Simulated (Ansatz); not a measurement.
## A hypothetical structure for YAl3Au

Starting from a made-up structure for YAl3Au, the aim is the relaxed cell, its shortest contacts and, where a second run follows, its electronic structure.

Method: DFT, PBE, plane-wave PAW, files of the set soft_1, scalar-relativistic, no spin, cell and ions relaxed at zero pressure; PAW set soft_1, in Ansatz 0.2.0.

## (1) Starting point

It takes space group I4mm (No. 107, tetragonal). Conventional cell: a = 4.261 Å, b = 4.261 Å, c = 10.891 Å, α = 90.00°, β = 90.00°, γ = 90.00°. Au has 5 Al at 2.46 to 2.50 Å and 4 Y at 3.40 Å nearest. Nearest to Y lie 12 Al at 3.16 to 3.52 Å and 4 Au at 3.40 Å. Al has 2 Au at 2.46 Å and 6 Al at 2.73 to 3.01 Å and 4 Y at 3.39 to 3.52 Å nearest. Nearest to Al lie 1 Au at 2.50 Å and 4 Al at 2.73 Å and 4 Y at 3.16 Å. Farther neighbours are not listed.

Coordinates:

```cif
data_structure
_symmetry_space_group_name_H-M 'P 1'
_symmetry_Int_Tables_number 1
_cell_length_a 6.2235
_cell_length_b 6.2235
_cell_length_c 6.2235
_cell_angle_alpha 139.962
_cell_angle_beta 139.962
_cell_angle_gamma 57.911
_cell_volume 98.87
loop_
_atom_site_label
_atom_site_type_symbol
_atom_site_fract_x
_atom_site_fract_y
_atom_site_fract_z
_atom_site_occupancy
Au1 Au 0.63060 0.63060 0.00000 1
Y2 Y 0.98670 0.98670 0.00000 1
Al3 Al 0.74430 0.24430 0.50000 1
Al4 Al 0.24430 0.74430 0.50000 1
Al5 Al 0.40060 0.40060 0.00000 1
```

## (2) Relaxation of the guess

The guessed cell has no reason to be at equilibrium. It is relaxed with the atoms, within the space group of the guess.

Input file input.yaml:

```yaml
crystal:
  lattice:
    - [-2.1305, 2.1305, 5.4455]
    - [2.1305, -2.1305, 5.4455]
    - [2.1305, 2.1305, -5.4455]
  atoms:
    - { symbol: Au, position: [0.6306, 0.6306, 0.0] }
    - { symbol: "Y", position: [0.9867, 0.9867, 0.0] }
    - { symbol: Al, position: [0.7443, 0.2443, 0.5] }
    - { symbol: Al, position: [0.2443, 0.7443, 0.5] }
    - { symbol: Al, position: [0.4006, 0.4006, 0.0] }
kpoints:
  mp_grid: { grid: [9, 9, 9] }
scf:
  occupations: { method: fermi_dirac, width: 0.05 }
hamiltonian:
  xc: pbe
  pseudopotentials: { kind: paw, azcp: { folder: soft_1 } }
relax:
  f_tol: 0.015
  max_steps: 70
  cell: {}
output:
  forces: true
  stress: true
```

On the command line:

```sh
$ ansatz run input.yaml --threads 4 --pin off --max-ram 8192MiB --backend cpu --events-out ev --progress --plain --runs-dir out
```

Numbers of over 12 decimals in the logs are rounded to 6 here.

Log:

```text
basis.fft_grid_basis auto: the FFT boxes are laid along the combinations [[1, 0, 1], [0, 1, 1], [0, 0, 1]] of the cell's own vectors, 4.261, 4.261 and 6.223 Å long. The dense box has 30×30×45 points. Along the cell's own vectors, as sized, it would have 45×45×45, 2.25 times as many. Of the 8 symmetry operations that the crystal satisfies within crystal.symmetry.tolerance (time reversal apart; of a slab, those that ke [...]
Engine: ansatz 0.2.0, aarch64-unknown-linux-gnu
Pseudopotentials: kind: paw
Pseudopotential: Au, paw, valence charge 19, recommended cutoff 420 eV (normal), soft_1/Au.paw.azcp
Pseudopotential: Y, paw, valence charge 11, recommended cutoff 420 eV (normal), soft_1/Y.paw.azcp
Pseudopotential: Al, paw, valence charge 3, recommended cutoff 420 eV (normal), soft_1/Al.paw.azcp
Functional definition: PBE
  parameter kappa = 0.804
  parameter beta = 0.066725
  exchange = pbe_x(kappa = kappa, mu = beta*pi^2/3)
  correlation = pbe_c(beta = beta)
Crystal: 5 atoms, lattice volume = 98.869 Å³
Basis set: ecut = 420 eV, 1947 PW (Γ), FFT grids on a1+a3, a2+a3, a3, exchange–correlation on 60×60×90 points (8 copies of the dense FFT grid, shifted against one another)
Bands: 25, of which v1, the nominal top of the filled ones, is band 20 counted from 1 (19 counted from 0)
Symmetry: 8 space group operations
Space group: I4mm (ITA 107), of the structure as read, at distance tolerance 4.6e-5 Å
k-points: 75 of 729 (time reversal used)
Non-local potential: Au, projectors of the file, l = 0: 3, l = 1: 2, l = 2: 2, l = 3: 1
Non-local potential: Y, projectors of the file, l = 0: 3, l = 1: 2, l = 2: 2, l = 3: 1
Non-local potential: Al, projectors of the file, l = 0: 2, l = 1: 2, l = 2: 1
PAW form: soft (Blöchl's): semilocal exchange-correlation on the pseudo side does not see the compensation charge
PAW one-centre angular grid: Au, 590 points (default); XC on 64 Gauss nodes
PAW one-centre angular grid: Y, 590 points (default); XC on 64 Gauss nodes
PAW one-centre angular grid: Al, 110 points (default); XC on 64 Gauss nodes
Initial density: superposition of atomic densities (chi_scale 0.1, normalization cell, long waves kept (reshape's long-wave potential 0.01 eV rms))
Initial wavefunctions: pseudopotential atomic-orbital guess
Functional: x = pbe(κ = 0.804, μ = 0.219515), c = pbe(β = 0.066725)
SCF iter   1: F=—  HF=-18629.140142 eV  |F-HF|=—  |Δ(HF+E_count)|=         —  Δρ=2.25e-1  dr2=1.15e2  ethr=3.10e-3  ⟨swp⟩=6.4  Hψ=8683  notcnv=0
preconditioner: auto → Kerker (q_TF=auto, 2.336 Å⁻¹)  [metal: Δε(μ)=0.017 eV  Ē_g=4.775 eV  σ=0.050 eV  W_gap=0.09  n_scr=24 (ndim 8)  ℏωp=17.9 eV  f_vac=0.000  D(μ)=3.36/eV (n_scr^D=32)]
SCF iter   2: F=—  HF=-18619.897178 eV  |F-HF|=—  |Δ(HF+E_count)|=    9.24e0  Δρ=1.04e-1  dr2=2.85e1  ethr=3.10e-3  ⟨swp⟩=3.0  Hψ=4764  notcnv=0
SCF iter   3: F=—  HF=-18616.216787 eV  |F-HF|=—  |Δ(HF+E_count)|=    3.68e0  Δρ=3.53e-2  dr2=4.36e0  ethr=3.10e-3  ⟨swp⟩=3.1  Hψ=4170  notcnv=0  defer=2
SCF iter   4: F=—  HF=-18615.309963 eV  |F-HF|=—  |Δ(HF+E_count)|=   9.07e-1  Δρ=6.01e-3  dr2=7.23e-2  ethr=3.10e-3  ⟨swp⟩=3.0  Hψ=3946  notcnv=0  defer=11
SCF iter   5: F=—  HF=-18615.300437 eV  |F-HF|=—  |Δ(HF+E_count)|=   9.53e-3  Δρ=2.67e-3  dr2=2.22e-2  ethr=1.85e-4  ⟨swp⟩=2.1  Hψ=2936  notcnv=0  defer=16
SCF iter   6: F=—  HF=-18615.294867 eV  |F-HF|=—  |Δ(HF+E_count)|=   5.57e-3  Δρ=4.31e-4  dr2=3.69e-4  ethr=5.70e-5  ⟨swp⟩=2.1  Hψ=2661  notcnv=0  defer=16
SCF iter   7: F=—  HF=-18615.294758 eV  |F-HF|=—  |Δ(HF+E_count)|=   1.09e-4  Δρ=9.32e-5  dr2=7.76e-6  ethr=9.46e-7  ⟨swp⟩=2.0  Hψ=2735  notcnv=0  defer=16
SCF iter   8: F=—  HF=-18615.294788 eV  |F-HF|=—  |Δ(HF+E_count)|=   2.97e-5  Δρ=2.46e-5  dr2=1.60e-6  ethr=1.99e-8  ⟨swp⟩=2.0  Hψ=3324  notcnv=0  defer=16
SCF iter   9: F=—  HF=-18615.294788 eV  |F-HF|=—  |Δ(HF+E_count)|=   2.79e-7  Δρ=7.14e-6  dr2=1.17e-7  ethr=4.11e-9  ⟨swp⟩=2.2  Hψ=2582  notcnv=0  defer=16
SCF iter  10: F=-18615.294788 eV  HF=-18615.294788 eV  |F-HF|=6.88e-9  |Δ(HF+E_count)|=   1.87e-8  Δρ=1.92e-6  dr2=9.35e-9  ethr=2.56e-10  ⟨swp⟩=4.0  Hψ=5887  notcnv=0
SCF 1 converged in 10 iterations: F = -18615.294788 eV  dr2 = 9.35e-9
  greatest PAW one-centre occupation: 1.000 electrons in one spin orbital (limit 2), on the Au atom at site 0 (counted from 0), in its partial waves of l = 0
relax step   1: F+E_penalty+E_count = -18615.29478768 eV  Δ(F+E_penalty+E_count) = +0.000e0 eV  max|allowed force component| = 1.306e0 eV/Å  Δτ_max = 0.0000 Å  P = +1.093 GPa  Ω = 98.869 Å³  (10 SCF iters, dr2 threshold 1.00e-7 eV, accepted)
Crystal: 5 atoms, lattice volume = 98.688 Å³
Initial density: handed on by an earlier stage of this run
Initial wavefunctions: those handed on with the density
iter 1 solved again at ethr=2.10e-4 eV; its pass at ethr=3.10e-3 eV (dr2=8.19e-2 eV) is discarded
SCF iter   1: F=—  HF=-18615.414370 eV  |F-HF|=—  |Δ(HF+E_count)|=         —  Δρ=7.37e-3  dr2=8.30e-2  ethr=2.10e-4  ⟨swp⟩=1.0  Hψ=9169  notcnv=0
preconditioner: auto → Kerker (q_TF=auto, 2.337 Å⁻¹)  [metal: Δε(μ)=0.023 eV  Ē_g=6.816 eV  σ=0.050 eV  W_gap=0.11  n_scr=24 (ndim 8)  ℏωp=17.9 eV  f_vac=0.000  D(μ)=1.34/eV (n_scr^D=2)]
SCF iter   2: F=—  HF=-18615.397458 eV  |F-HF|=—  |Δ(HF+E_count)|=   1.69e-2  Δρ=4.05e-3  dr2=2.77e-2  ethr=2.10e-4  ⟨swp⟩=1.1  Hψ=1886  notcnv=0
SCF iter   3: F=—  HF=-18615.390964 eV  |F-HF|=—  |Δ(HF+E_count)|=   6.49e-3  Δρ=6.34e-4  dr2=7.75e-4  ethr=7.09e-5  ⟨swp⟩=2.1  Hψ=2965  notcnv=0
SCF iter   4: F=—  HF=-18615.390763 eV  |F-HF|=—  |Δ(HF+E_count)|=   2.01e-4  Δρ=2.91e-4  dr2=2.01e-4  ethr=1.99e-6  ⟨swp⟩=2.0  Hψ=3255  notcnv=0
SCF iter   5: F=—  HF=-18615.390716 eV  |F-HF|=—  |Δ(HF+E_count)|=   4.69e-5  Δρ=8.92e-5  dr2=1.51e-5  ethr=5.14e-7  ⟨swp⟩=2.0  Hψ=2610  notcnv=0
SCF iter   6: F=—  HF=-18615.390712 eV  |F-HF|=—  |Δ(HF+E_count)|=   3.28e-6  Δρ=3.95e-5  dr2=1.67e-6  ethr=3.88e-8  ⟨swp⟩=2.0  Hψ=3259  notcnv=0
SCF iter   7: F=-18615.390712 eV  HF=-18615.390712 eV  |F-HF|=1.40e-8  |Δ(HF+E_count)|=   3.31e-7  Δρ=6.92e-6  dr2=6.88e-8  ethr=1.28e-9  ⟨swp⟩=4.0  Hψ=5952  notcnv=0
SCF 2 converged in 7 iterations: F = -18615.390712 eV  dr2 = 6.88e-8
relax step   2: F+E_penalty+E_count = -18615.39071213 eV  Δ(F+E_penalty+E_count) = -9.592e-2 eV  max|allowed force component| = 3.895e-1 eV/Å  Δτ_max = 0.0642 Å  P = +0.410 GPa  Ω = 98.688 Å³  energy of the carried Pulay correction = +3.353e-5 eV  (7 SCF iters, dr2 threshold 5.00e-7 eV, accepted)
Crystal: 5 atoms, lattice volume = 98.296 Å³
Basis set: ecut = 420 eV, 1935 PW (Γ), FFT grids on a1+a3, a2+a3, a3, exchange–correlation on 60×60×90 points (8 copies of the dense FFT grid, shifted against one another)
iter 1 solved again at ethr=1.04e-4 eV; its pass at ethr=3.10e-3 eV (dr2=4.04e-2 eV) is discarded
SCF iter   1: F=—  HF=-18615.425083 eV  |F-HF|=—  |Δ(HF+E_count)|=         —  Δρ=6.18e-3  dr2=4.12e-2  ethr=1.04e-4  ⟨swp⟩=1.0  Hψ=10321  notcnv=0
preconditioner: auto → Kerker (q_TF=auto, 2.339 Å⁻¹)  [metal: Δε(μ)=0.043 eV  Ē_g=6.787 eV  σ=0.050 eV  W_gap=0.21  n_scr=24 (ndim 8)  ℏωp=18.0 eV  f_vac=0.000  D(μ)=1.20/eV (n_scr^D=2)]
SCF iter   2: F=—  HF=-18615.415467 eV  |F-HF|=—  |Δ(HF+E_count)|=   9.62e-3  Δρ=3.29e-3  dr2=1.07e-2  ethr=1.04e-4  ⟨swp⟩=2.2  Hψ=2292  notcnv=0
SCF iter   3: F=—  HF=-18615.412440 eV  |F-HF|=—  |Δ(HF+E_count)|=   3.03e-3  Δρ=3.30e-4  dr2=9.00e-5  ethr=2.75e-5  ⟨swp⟩=2.3  Hψ=2740  notcnv=0
SCF iter   4: F=—  HF=-18615.412431 eV  |F-HF|=—  |Δ(HF+E_count)|=   8.81e-6  Δρ=8.29e-5  dr2=9.45e-6  ethr=2.31e-7  ⟨swp⟩=2.0  Hψ=3220  notcnv=0
SCF iter   5: F=—  HF=-18615.412430 eV  |F-HF|=—  |Δ(HF+E_count)|=   1.47e-6  Δρ=3.65e-5  dr2=1.99e-6  ethr=2.42e-8  ⟨swp⟩=2.0  Hψ=3217  notcnv=0
SCF iter   6: F=-18615.412430 eV  HF=-18615.412430 eV  |F-HF|=9.50e-8  |Δ(HF+E_count)|=   3.54e-7  Δρ=9.17e-6  dr2=1.56e-7  ethr=1.28e-9  ⟨swp⟩=4.0  Hψ=5963  notcnv=0
SCF 3 converged in 6 iterations: F = -18615.412430 eV  dr2 = 1.56e-7
relax step   3: F+E_penalty+E_count = -18615.41242955 eV  Δ(F+E_penalty+E_count) = -2.172e-2 eV  max|allowed force component| = 5.883e-2 eV/Å  Δτ_max = 0.0534 Å  P = +0.414 GPa  Ω = 98.296 Å³  energy of the carried Pulay correction = +1.063e-4 eV  (6 SCF iters, dr2 threshold 5.00e-7 eV, accepted)
[...]
relax step   4: F+E_penalty+E_count = -18615.41571881 eV  Δ(F+E_penalty+E_count) = -3.289e-3 eV  max|allowed force component| = 2.062e-2 eV/Å  Δτ_max = 0.0187 Å  P = -0.173 GPa  Ω = 98.828 Å³  energy of the carried Pulay correction = +7.571e-6 eV  (6 SCF iters, dr2 threshold 5.00e-7 eV, accepted)
[...]
relax step   5: F+E_penalty+E_count = -18615.41633485 eV  Δ(F+E_penalty+E_count) = -6.160e-4 eV  max|allowed force component| = 6.078e-3 eV/Å  Δτ_max = 0.0131 Å  P = +0.079 GPa  Ω = 98.509 Å³  energy of the carried Pulay correction = +6.666e-5 eV  (6 SCF iters, dr2 threshold 1.85e-7 eV, accepted)
[...]
relax step   6: F+E_penalty+E_count = -18615.41636304 eV  Δ(F+E_penalty+E_count) = -2.819e-5 eV  max|allowed force component| = 4.277e-4 eV/Å  Δτ_max = 0.0023 Å  P = -0.001 GPa  Ω = 98.606 Å³  energy of the carried Pulay correction = +4.869e-5 eV  (5 SCF iters, dr2 threshold 2.12e-8 eV, accepted)
Initial wavefunctions: pseudopotential atomic-orbital guess (no wavefunctions were taken with the density)
iter 1 solved again at ethr=2.38e-7 eV; its pass at ethr=3.10e-3 eV (dr2=9.30e-5 eV) is discarded
SCF iter   1: F=—  HF=-18615.416365 eV  |F-HF|=—  |Δ(HF+E_count)|=         —  Δρ=1.35e-4  dr2=5.66e-7  ethr=2.38e-7  ⟨swp⟩=3.0  Hψ=13536  notcnv=0
preconditioner: auto → Kerker (q_TF=auto, 2.337 Å⁻¹)  [metal: Δε(μ)=0.095 eV  Ē_g=6.734 eV  σ=0.050 eV  W_gap=0.39  n_scr=24 (ndim 8)  ℏωp=17.9 eV  f_vac=0.000  D(μ)=1.08/eV (n_scr^D=2)]
SCF iter   2: F=—  HF=-18615.416402 eV  |F-HF|=—  |Δ(HF+E_count)|=   3.69e-5  Δρ=6.85e-5  dr2=1.46e-7  ethr=1.45e-9  ⟨swp⟩=2.7  Hψ=2959  notcnv=0
SCF iter   3: F=—  HF=-18615.416419 eV  |F-HF|=—  |Δ(HF+E_count)|=   1.69e-5  Δρ=1.11e-6  dr2=1.22e-9  ethr=3.75e-10  ⟨swp⟩=2.4  Hψ=3000  notcnv=0
SCF iter   4: F=—  HF=-18615.416419 eV  |F-HF|=—  |Δ(HF+E_count)|=  7.09e-10  Δρ=3.05e-7  dr2=2.12e-10  ethr=3.14e-12  ⟨swp⟩=2.5  Hψ=2901  notcnv=0
SCF iter   5: F=-18615.416419 eV  HF=-18615.416419 eV  |F-HF|=1.46e-11  |Δ(HF+E_count)|=  3.64e-11  Δρ=1.11e-7  dr2=2.08e-11  ethr=1.00e-12  ⟨swp⟩=4.0  Hψ=6140  notcnv=0
SCF 7 converged in 5 iterations: F = -18615.416419 eV  dr2 = 2.08e-11
relax step   7: F+E_penalty+E_count = -18615.41641919 eV  Δ(F+E_penalty+E_count) = -5.615e-5 eV  max|allowed force component| = 2.933e-4 eV/Å  Δτ_max = 0.0000 Å  P = -0.000 GPa  Ω = 98.606 Å³  stress off target by 1.05e-2 GPa  SCF on the basis re-selected at this cell (its energy is not comparable with the rows above)  (5 SCF iters)
basis re-selected at this cell: Δ(F+E_penalty+E_count) = -5.615e-5 eV, ΔP = +0.001 GPa vs the last step (what re-selecting the basis moved, of the pressure what is left beyond the Pulay correction that the steps carried, after the strain that the cell walked since its last selection, with what the two solves' SCF thresholds leave and, on support functions, any second-order correction that the steps lacked; it is no m [...]
SCF converged after 5 iterations
Free energy (F): -18615.416419 eV
Harris-Foulkes:  -18615.416419 eV  (|F-HF|=1.46e-11)
Internal energy: -18615.407207 eV  (E = F + TS)
E sigma→0 (E₀):  -18615.411813 eV
Entropy (-TS):   -0.009212 eV (-1.842 meV/atom)
Fermi energy:    10.727921 eV
--- Per-component energies (eV) ---
  E_band       = -473.735218
  E_kinetic    = 959.434802
  E_local      = -3852.314388  (includes V_loc(G=0)·N_el)
  E_nonlocal   = 150.441423
  E_hartree    = 1633.413521
  E_xc         = -508.923958
  E_vxc        = -557.107202  (∫ρ·V_xc dr)
  E_paw        = -13953.093010  (= ΣΔE_a)
  E_vpaw       = -441.018779  (= ΣTr[D̂ρ^β])
  E_aug_tail   = 0.001668  (compensation charges beyond the density's cutoff)
  E_ewald      = -3044.367265
  E_smearing   = -0.009212  (= −TS)
  E_closure    = 0.000000  (closes the sum)
  Σ components = -18615.416419   (vs F -18615.416419, Δ=0.00e0)
--- Forces (eV/Å), atoms counted from 1 ---
  atom   1  Au     0.00000000     0.00000000     0.00029266
  atom   2  Y     -0.00000000     0.00000000    -0.00020598
  atom   3  Al     0.00000000    -0.00000000    -0.00001659
  atom   4  Al    -0.00000000    -0.00000000    -0.00001659
  atom   5  Al    -0.00000000    -0.00000000    -0.00005654
  max |Σ_I F_I| component: 3.05e-6 eV/Å
--- Stress (GPa, compression-positive) ---
       -0.005787       0.000000      -0.000000
        0.000000      -0.005787      -0.000000
       -0.000000      -0.000000       0.010518
  P = ⅓ Tr σ = -0.0004 GPa (-0.004 kbar)
--- Relaxed structure (6 steps of the walk, 6 accepted, 1 SCFs on fresh bases) ---
  F+E_penalty+E_count = -18615.41641919 eV   max|allowed force component| = 2.933e-4 eV/Å   (the final SCF, on the basis selected at the relaxed cell)
  cell:  # Å, volume = 98.6060 Å³
    - [-2.098457, 2.098457, 5.598135]
    - [2.098457, -2.098457, 5.598135]
    - [2.098457, 2.098457, -5.598135]
  atoms:
    - { symbol: Au, position: [0.617965, 0.617965, 0] }
    - { symbol: Y, position: [0.990015, 0.990015, 0] }
    - { symbol: Al, position: [0.750241, 0.250241, 0.5] }
    - { symbol: Al, position: [0.250241, 0.750241, 0.5] }
    - { symbol: Al, position: [0.398039, 0.398039, 0] }
```

The job ended after 32 s (4 threads of Arm Neoverse V1, shared host; peak memory 0.49 GiB; 2.1 min of CPU time).

Step by step:

```csv
step,energy less that of the first step (eV),largest force component (eV/Å),pressure (GPa),volume (Å³)
1,0.0000,1.3058,1.09,98.87
2,-0.0959,0.3895,0.41,98.69
3,-0.1176,0.0588,0.41,98.30
4,-0.1209,0.0206,-0.17,98.83
5,-0.1215,0.0061,0.08,98.51
6,-0.1216,0.0004,0.00,98.61
7*,-0.1216,0.0003,0.00,98.61
```

Relaxation steps marked * repeat the geometry before them on a plane-wave basis chosen anew for their cell, so energy and pressure can jump there.

The run keeps the 8 symmetry operations that it works with, so distortions that break them were not tested.

| conventional cell, symmetrised | before | after | change |
| --- | --- | --- | --- |
| a (Å) | 4.261 | 4.197 | -1.5 % |
| b (Å) | 4.261 | 4.197 | -1.5 % |
| c (Å) | 10.891 | 11.196 | +2.8 % |
| volume (Å³/atom) | 19.77 | 19.72 | -0.3 % |

The atoms that moved most (Å, as changes of fractional coordinates times the final cell):

```
atom     dx     dy      dz  length
 Au1  0.000  0.000  -0.141   0.141
 Al3  0.000  0.000   0.067   0.067
 Al4  0.000  0.000   0.067   0.067
  Y2  0.000  0.000   0.037   0.037
 Al5  0.000  0.000  -0.029   0.029
```

The relaxed structure:

```xyz
5
Lattice="-2.0985 2.0985 5.5981 2.0985 -2.0985 5.5981 2.0985 2.0985 -5.5981" Properties=species:S:1:pos:R:3 pbc="T T T"
Au    0.0000    0.0000    6.9189
Y     0.0000    0.0000   11.0845
Al    0.0000    2.0985    2.8018
Al    2.0985    0.0000    2.8018
Al    0.0000    0.0000    4.4565
```

Numbers from this step:

| Quantity | Value |
| --- | --- |
| free energy | -18615.4164 eV |
| energy at zero smearing | -18615.4118 eV |
| smearing term TS | 0.009212 eV |
| Fermi energy | 10.73 eV |
| electrons | 39 |
| symmetry operations | 8 |
| pressure | -3.52e-4 GPa |

The shortest distance of each pair, which need not be the same contact before and after:

| pair | guess (Å) | relaxed (Å) |
| --- | --- | --- |
| Al–Au | 2.464 | 2.462 |
| Al–Al | 2.727 | 2.672 |
| Al–Y | 3.156 | 3.141 |
| Au–Y | 3.396 | 3.295 |
| Au–Au | 4.261 | 4.197 |

The relaxation ends with a largest force component of 2.9e-4 eV/Å and a pressure of 0.00 GPa.

## (3) Results

```json
{"space group, relaxed": "I4mm", "conventional cell": "a = 4.197, b = 4.197, c = 11.196 Å; α = 90.0°, β = 90.0°, γ = 90.0°", "volume per atom": "19.72 Å³ (guess 19.77)"}
```

What this shows: YAl3Au relaxes to I4mm with a = 4.197, b = 4.197 and c = 11.196 Å. The guessed volume was near the relaxed one. The space group I4mm was held in the relaxation, so the end point is a stationary structure within it and may be a saddle against distortions or other arrangements. Mesh and cutoff weren't tested. Spin-orbit coupling is left out, which can matter for elements this heavy. No dispersion term is used, so weakly bound directions may come out too long. Nothing here tests whether the compound is stable against decomposition.

[Logs are printed without paths, hosts, clocks, repeated set-up lines and the standing remarks that a program may print on its own settings, such as how far it seeks lower states.]

[Hosts, paths, dates, database ids (printed as entryN), source tags and the programs' standing remarks are cut or masked in the printed files.]
